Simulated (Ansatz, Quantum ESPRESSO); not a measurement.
# H-SiC-H chair, 1 layer against a metal electrode: the electrode's level over the Fermi level at a withheld member of a series

**Set-up.** Quantum ESPRESSO 7.5, PBE, GBRV ultrasoft. The slab is relaxed neutral under PBE-D3(BJ), then held. ESM with bc3: vacuum below and a metal electrode about 6 Å above the top atoms. Fermi-Dirac smearing of 0.004 Ry and a dense mesh. Charges are set per cell from the starting area. The series steps the charge of the slab (positive: electrons removed).

```
charge of the slab  electrode's level over the Fermi level (eV)
     1 ×10¹³ e/cm²                                        7.293
     2 ×10¹³ e/cm²                                        8.412
     3 ×10¹³ e/cm²                                        9.519
     6 ×10¹³ e/cm²                                       12.830
     7 ×10¹³ e/cm²                                       13.932
     8 ×10¹³ e/cm²                                       15.039
```

One more run was made and is withheld. What is the electrode's level over the Fermi level at 4.5 ×10¹³ e/cm²?

**Fit.** The rows at 3 ×10¹³ e/cm² and 6 ×10¹³ e/cm² give a slope of (12.830 − (9.519))/(6 − (3)) = 1.104, so a straight line gives 11.175 eV. A parabola through these and the row at 2 ×10¹³ e/cm² gives 11.176 eV.

**The withheld run.** 11.175 eV. The line misses by −0.001 and the parabola by +0.001 eV. Both misses are under 5 % of the step from the nearer row.

Caveats: Vacuum fills the gap; ions don't answer the charge; added electrons can spill towards the electrode at the most negative charges. Charges count on the starting cell, which the relaxation changed by some per cent. Members without a usable value, or on the other side of zero field or charge, are not listed.

[Logs are printed without paths, hosts, clocks, repeated set-up lines and the standing remarks that a program may print on its own settings, such as how far it seeks lower states.]
